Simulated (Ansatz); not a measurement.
**Phonons of MgSi (P4/mmm) against volume**

Wanted: mode Grüneisen parameters of MgSi (P4/mmm).

Calculated with Ansatz 0.2.0; DFT PBEsol, scalar-relativistic, plane waves, norm-conserving pseudopotentials.

This is a report of a sequence of runs, with most program output left out.

## (1) Set-up

It takes space group P4/mmm (No. 123, tetragonal). The conventional cell has a = 2.938 Å, b = 2.938 Å, c = 3.958 Å, α = 90.00°, β = 90.00°, γ = 90.00°. Mg has 8 Si at 2.87 Å and 4 Mg at 2.94 Å nearest. Si has 8 Mg at 2.87 Å and 4 Si at 2.94 Å nearest. Farther neighbours are not listed.

Coordinates:

```cif
data_structure
_symmetry_space_group_name_H-M 'P4/mmm'
_symmetry_Int_Tables_number 123
_cell_length_a 2.9379
_cell_length_b 2.9379
_cell_length_c 3.9577
_cell_angle_alpha 90.000
_cell_angle_beta 90.000
_cell_angle_gamma 90.000
_cell_volume 34.16
loop_
_atom_site_label
_atom_site_type_symbol
_atom_site_symmetry_multiplicity
_atom_site_Wyckoff_symbol
_atom_site_fract_x
_atom_site_fract_y
_atom_site_fract_z
_atom_site_occupancy
Mg1 Mg 1 a 0.00000 0.00000 0.00000 1
Si1 Si 1 d 0.50000 0.50000 0.50000 1
```

## (2) Response at finite wavevector

The cell comes from relaxations at this level that are not shown. Stability and thermal properties need the whole zone. Linear response on a 2×2×2 q mesh gives force constants as far as a supercell of that size would.

File input.yaml:

```yaml
crystal:
  lattice:
    - [2.9379161965, 0.0, 0.0]
    - [0.0, 2.9379161965, 0.0]
    - [0.0, 0.0, 3.9576587989]
  atoms:
    - { symbol: Mg, position: [0.0, 0.0, 0.0] }
    - { symbol: Si, position: [0.5, 0.5, 0.5] }
kpoints:
  mp_grid: { grid: [16, 16, 12] }
hamiltonian:
  xc: pbesol
  pseudopotentials: { kind: nc }
scf:
  occupations: { method: methfessel_paxton, width: 0.15 }
output:
  eigenvalues: true
phonons:
  method: dfpt
  qmesh: [2, 2, 2]
  temperatures: { t_max: 1000, t_step: 50 }
  qpath:
    path:
      - [[0.0, 0.0, 0.0], [0.0, 0.5, 0.0], [0.5, 0.5, 0.0], [0.0, 0.0, 0.0], [0.0, 0.0, 0.5], [0.0, 0.5, 0.5], [0.5, 0.5, 0.5], [0.0, 0.0, 0.5]]
      - [[0.0, 0.5, 0.0], [0.0, 0.5, 0.5]]
      - [[0.5, 0.5, 0.0], [0.5, 0.5, 0.5]]
    npoints: 10
```

Command:

```sh
> ansatz run input.yaml --threads 4 --pin off --max-ram 7168MiB --backend cpu --events-out ev --progress --plain --runs-dir out
```

Elapsed: 3.7 min, on 4 threads of Arm Neoverse V2, shared host; peak memory 2 GiB.

Numbers from this step:

| Item | Value |
| --- | --- |
| volume per atom | 17.08 Å³ |
| gap on the k-mesh | 0 eV |
| sum-rule residual before enforcement | 0.008976 eV/Å² |
| lowest frequency on the path | -150.9 cm⁻¹ |
| point group | 4/mmm |
| highest frequency on the path or at a solved wavevector | 333.6 cm⁻¹ |
| highest optical mode at the zone centre (no LO-TO term) | 298.3 cm⁻¹ |
| lowest optical zone-centre mode | 205.2 cm⁻¹ |
| lowest mode on the q mesh (acoustic modes at Γ apart) | -150.9 cm⁻¹ |

Frequencies (cm⁻¹) solved at each irreducible wavevector; negative means imaginary. Frequencies by wavevector, by row:

```tsv
q in reciprocal lattice units	star	mode 1	mode 2	mode 3	mode 4	mode 5	mode 6
0 0 0	1	0	0	0	205.2	205.2	298.3
0 0 -0.5	1	112.6	112.6	141.2	141.2	223.5	233.8
0 -0.5 0	2	121.9	123.1	185.8	203.4	203.5	314.5
0 -0.5 -0.5	2	-133.3	127.3	148.6	208.5	265.7	333.6
-0.5 -0.5 0	1	-72.5	-72.5	195.9	222.4	305.5	305.5
-0.5 -0.5 -0.5	1	-150.9	-150.9	192.8	263.3	292.9	292.9
```

Symmetry leaves 6 wavevectors to solve. The lowest mode among them, the acoustic zeros apart, lies at q = (-0.5, -0.5, -0.5) and is imaginary, 150.9i cm⁻¹, so the energy falls along it.

## (3) Relaxing at another volume, volume ratio 0.97

The volume is scaled by 0.97 and held, while shape and atoms relax as far as symmetry allows. The modes can then be followed against volume.

input.yaml, the sections that differ from step 2:

```yaml
crystal:
  lattice:
    - [2.9082382462, 0.0, 0.0]
    - [0.0, 2.9082382462, 0.0]
    - [0.0, 0.0, 3.917679714]
  atoms:
    - { symbol: Mg, position: [0.0, 0.0, 0.0] }
    - { symbol: Si, position: [0.5, 0.5, 0.5] }
output:
  forces: true
  stress: true
  eigenvalues: true
relax:
  adjacent_minimum: "off"
  f_tol: 0.001
  max_steps: 60
  cell: { stress_tol: 0.01, fix: [volume] }
# kpoints, hamiltonian, scf: as in step 2
# phonons: removed
```

Wall time 27 s (4 threads); peak memory 0.69 GiB; 1.7 min of CPU time.

The steps of the relaxation:

```tsv
step	energy less that of the first step (eV)	largest force component (eV/Å)	pressure (GPa)	volume (Å³)
1	0.0000	0.0000	2.17	33.14
2	-0.0004	0.0000	2.07	33.14
3	-0.0004	0.0000	2.04	33.14
4	-0.0004	0.0000	2.04	33.14
5*	-0.0004	0.0000	2.04	33.14
```

Relaxation steps marked * repeat the geometry before them on a plane-wave basis chosen anew for their cell, so energy and pressure can jump there.

The run keeps the 16 symmetry operations that it works with, so distortions that break them were not tested.

```tsv
conventional cell, symmetrised	before	after	change
a (Å)	2.908	2.900	-0.3 %
b (Å)	2.908	2.900	-0.3 %
c (Å)	3.918	3.940	+0.6 %
volume (Å³/atom)	16.57	16.57	-0.0 %
```

Final coordinates:

```
Mg Si
1.0
     2.89991    0.00000    0.00000
     0.00000    2.89991    0.00000
     0.00000    0.00000    3.94020
Mg Si
1 1
Direct
  0.00000 0.00000 0.00000
  0.50000 0.50000 0.50000
```

Numbers from this step:

```yaml
pressure: 2.045 GPa
volume_per_atom: 16.57 Å³
```

The cell shrank by 0.0 % in volume.

## (4) Phonons at the other volume, volume ratio 0.97

The phonons are repeated at this volume on the same k and q meshes.

input.yaml, the sections that differ from step 3:

```yaml
crystal:
  lattice:
    - [2.8999134891, 0.0, 0.0]
    - [0.0, 2.8999134891, 0.0]
    - [0.0, 0.0, 3.9402048989]
  atoms:
    - { symbol: Mg, position: [0.0, 0.0, 0.0] }
    - { symbol: Si, position: [0.5, 0.5, 0.5] }
output:
  eigenvalues: true
phonons:
  method: dfpt
  qmesh: [2, 2, 2]
  temperatures: { t_max: 1000, t_step: 50 }
  qpath:
    path:
      - [[0.0, 0.0, 0.0], [0.0, 0.5, 0.0], [0.5, 0.5, 0.0], [0.0, 0.0, 0.0], [0.0, 0.0, 0.5], [0.0, 0.5, 0.5], [0.5, 0.5, 0.5], [0.0, 0.0, 0.5]]
      - [[0.0, 0.5, 0.0], [0.0, 0.5, 0.5]]
      - [[0.5, 0.5, 0.0], [0.5, 0.5, 0.5]]
    npoints: 10
# kpoints, hamiltonian, scf: as in step 3
# relax: removed
```

Run time: 3.2 min. Hardware: 4 threads; peak memory 1.9 GiB; 13 min of CPU time.

This step gave:

- sum-rule residual before enforcement: 0.01163 eV/Å²
- lowest frequency on the path: -146.7 cm⁻¹
- highest frequency on the path or at a solved wavevector: 351.1 cm⁻¹
- highest optical mode at the zone centre (no LO-TO term): 315.6 cm⁻¹
- lowest optical zone-centre mode: 215.9 cm⁻¹
- lowest mode on the q mesh (acoustic modes at Γ apart): -146.7 cm⁻¹

Frequencies (cm⁻¹) solved at each irreducible wavevector; negative means imaginary. Frequencies by wavevector, by row:

```tsv
q in reciprocal lattice units	star	mode 1	mode 2	mode 3	mode 4	mode 5	mode 6
0 0 0	1	0	0	0	215.9	215.9	315.6
0 0 -0.5	1	127.2	127.2	149.2	149.2	240.2	245.8
0 -0.5 0	2	127.5	140.1	193.4	215.6	219.3	329.4
0 -0.5 -0.5	2	-124.9	133	154.2	217.3	283.6	351.1
-0.5 -0.5 0	1	-50.5	-50.5	207.4	229.4	321.9	321.9
-0.5 -0.5 -0.5	1	-146.7	-146.7	204.2	275.1	307.1	307.1
```

The highest optical mode at the zone centre (no LO-TO term) is 315.6 cm⁻¹, +17.3 cm⁻¹ against the base run.

## (5) Relaxing at another volume, volume ratio 1.03

The volume is scaled by 1.03 and held, while shape and atoms relax as far as symmetry allows. The modes can then be followed against volume.

input.yaml, the sections that differ from step 4:

```yaml
crystal:
  lattice:
    - [2.9670063675, 0.0, 0.0]
    - [0.0, 2.9670063675, 0.0]
    - [0.0, 0.0, 3.996846088]
  atoms:
    - { symbol: Mg, position: [0.0, 0.0, 0.0] }
    - { symbol: Si, position: [0.5, 0.5, 0.5] }
output:
  forces: true
  stress: true
  eigenvalues: true
relax:
  adjacent_minimum: "off"
  f_tol: 0.001
  max_steps: 60
  cell: { stress_tol: 0.01, fix: [volume] }
# kpoints, hamiltonian, scf: as in step 4
# phonons: removed
```

The job ended after 28 s (4 threads; peak memory 0.71 GiB).

Relaxation path:

```tsv
step	energy less that of the first step (eV)	largest force component (eV/Å)	pressure (GPa)	volume (Å³)
1	0.0000	0.0000	-1.86	35.18
2	-0.0004	0.0000	-1.79	35.18
3	-0.0004	0.0000	-1.73	35.18
4	-0.0004	0.0000	-1.73	35.18
5*	-0.0004	0.0000	-1.73	35.18
```

Relaxation steps marked * repeat the geometry before them on a plane-wave basis chosen anew for their cell, so energy and pressure can jump there.

Forces are held to the 16 operations that the run works with; a distortion that breaks them can't arise in this run.

```tsv
conventional cell, symmetrised	before	after	change
a (Å)	2.967	2.979	+0.4 %
b (Å)	2.967	2.979	+0.4 %
c (Å)	3.997	3.966	-0.8 %
volume (Å³/atom)	17.59	17.59	-0.0 %
```

Final coordinates:

```
Mg Si
1.0
     2.97856    0.00000    0.00000
     0.00000    2.97856    0.00000
     0.00000    0.00000    3.96591
Mg Si
1 1
Direct
  0.00000 0.00000 0.00000
  0.50000 0.50000 0.50000
```

This step gave:

```
pressure        : -1.733 GPa
volume per atom : 17.59 Å³
```

## (6) Phonons at the other volume, volume ratio 1.03

input.yaml, the sections that differ from step 5:

```yaml
crystal:
  lattice:
    - [2.9785565229, 0.0, 0.0]
    - [0.0, 2.9785565229, 0.0]
    - [0.0, 0.0, 3.9659084939]
  atoms:
    - { symbol: Mg, position: [0.0, 0.0, 0.0] }
    - { symbol: Si, position: [0.5, 0.5, 0.5] }
output:
  eigenvalues: true
phonons:
  method: dfpt
  qmesh: [2, 2, 2]
  temperatures: { t_max: 1000, t_step: 50 }
  qpath:
    path:
      - [[0.0, 0.0, 0.0], [0.0, 0.5, 0.0], [0.5, 0.5, 0.0], [0.0, 0.0, 0.0], [0.0, 0.0, 0.5], [0.0, 0.5, 0.5], [0.5, 0.5, 0.5], [0.0, 0.0, 0.5]]
      - [[0.0, 0.5, 0.0], [0.0, 0.5, 0.5]]
      - [[0.5, 0.5, 0.0], [0.5, 0.5, 0.5]]
    npoints: 10
# kpoints, hamiltonian, scf: as in step 5
# relax: removed
```

The job ended after 3.6 min (4 threads; peak memory 2 GiB).

Numbers from this step:

```yaml
sum_rule_residual_before_enforcement: 0.009216 eV/Å²
lowest_frequency_on_the_path: -139.3 cm⁻¹
highest_frequency_on_the_path_or_at_a_solved_wavevector: 318.5 cm⁻¹
highest_optical_mode_at_the_zone_centre_no_lo_to_term: 282.1 cm⁻¹
lowest_optical_zone_centre_mode: 196.0 cm⁻¹
lowest_mode_on_the_q_mesh_acoustic_modes_at_gamma_apart: -138.6 cm⁻¹
```

The highest optical mode at the zone centre (no LO-TO term) is 282.1 cm⁻¹, -16.2 cm⁻¹ against the base run.

## (7) Grüneisen parameters

The Grüneisen parameter of a mode is minus the logarithmic change of its frequency with volume, −d ln ω / d ln V; weighted by heat capacity it gives the expansion.

Numbers from this step:

| Property | Result |
| --- | --- |
| bulk modulus | 63 GPa |

Phonon branches along the path, in cm⁻¹:

```tsv
point	branch 1	branch 2	branch 3	branch 4	branch 5	branch 6
Γ	0	0	0	205	205	298
halfway	86	107	113	196	256	273
X	122	123	186	203	204	314
halfway	36	118	200	213	240	311
M	-72	-72	196	222	306	306
halfway	78	134	144	236	255	260
Γ	0	0	0	205	205	298
halfway	60	60	130	184	184	282
Z	113	113	141	141	224	234
halfway	-71	132	134	189	251	281
R	-133	127	149	208	266	334
halfway	-143	-18	226	230	232	319
A	-151	-151	193	263	293	293
halfway	-101	74	190	231	243	283
Z	113	113	141	141	224	234
jump to X	122	123	186	203	204	314
halfway	-72	125	168	208	245	323
R	-133	127	149	208	266	334
jump to M	-72	-72	196	222	306	306
halfway	-117	-117	194	244	299	299
A	-151	-151	193	263	293	293
```

The same for volume x 0.97:

```tsv
point	branch 1	branch 2	branch 3	branch 4	branch 5	branch 6
Γ	0	0	0	216	216	316
X	128	140	193	216	219	329
M	-50	-50	207	229	322	322
Γ	0	0	0	216	216	316
Z	127	127	149	149	240	246
R	-125	133	154	217	284	351
A	-147	-147	204	275	307	307
Z	127	127	149	149	240	246
X	128	140	193	216	219	329
R	-125	133	154	217	284	351
M	-50	-50	207	229	322	322
A	-147	-147	204	275	307	307
```

The same for volume x 1.03:

```tsv
point	branch 1	branch 2	branch 3	branch 4	branch 5	branch 6
Γ	0	0	0	196	196	282
X	98	118	179	192	192	297
M	-88	-88	186	219	290	290
Γ	0	0	0	196	196	282
Z	96	96	134	134	205	221
R	-139	123	145	200	250	318
A	-136	-136	184	252	279	279
Z	96	96	134	134	205	221
X	98	118	179	192	192	297
R	-139	123	145	200	250	318
M	-88	-88	186	219	290	290
A	-136	-136	184	252	279	279
```

## (8) Results

- bulk modulus: 63 GPa

**Reading.** No expansion is given, because modes are imaginary at one volume or more. The highest optical mode at Γ goes from 316 to 282 cm⁻¹ as the cell grows, a Grüneisen parameter of 1.87. Branches are matched by rank, so values near crossings are rough. The q mesh stands for a supercell only 5.9 Å across, so branches between the solved wavevectors are rough. With no gap, or one that is small against the smearing, the frequencies hang on the k mesh and the smearing, most of all near Kohn anomalies.

[Logs are printed without paths, hosts, clocks, repeated set-up lines and the standing remarks that a program may print on its own settings, such as how far it seeks lower states.]

[Hosts, paths, dates, database ids (printed as entryN), source tags and the programs' standing remarks are cut or masked in the printed files.]
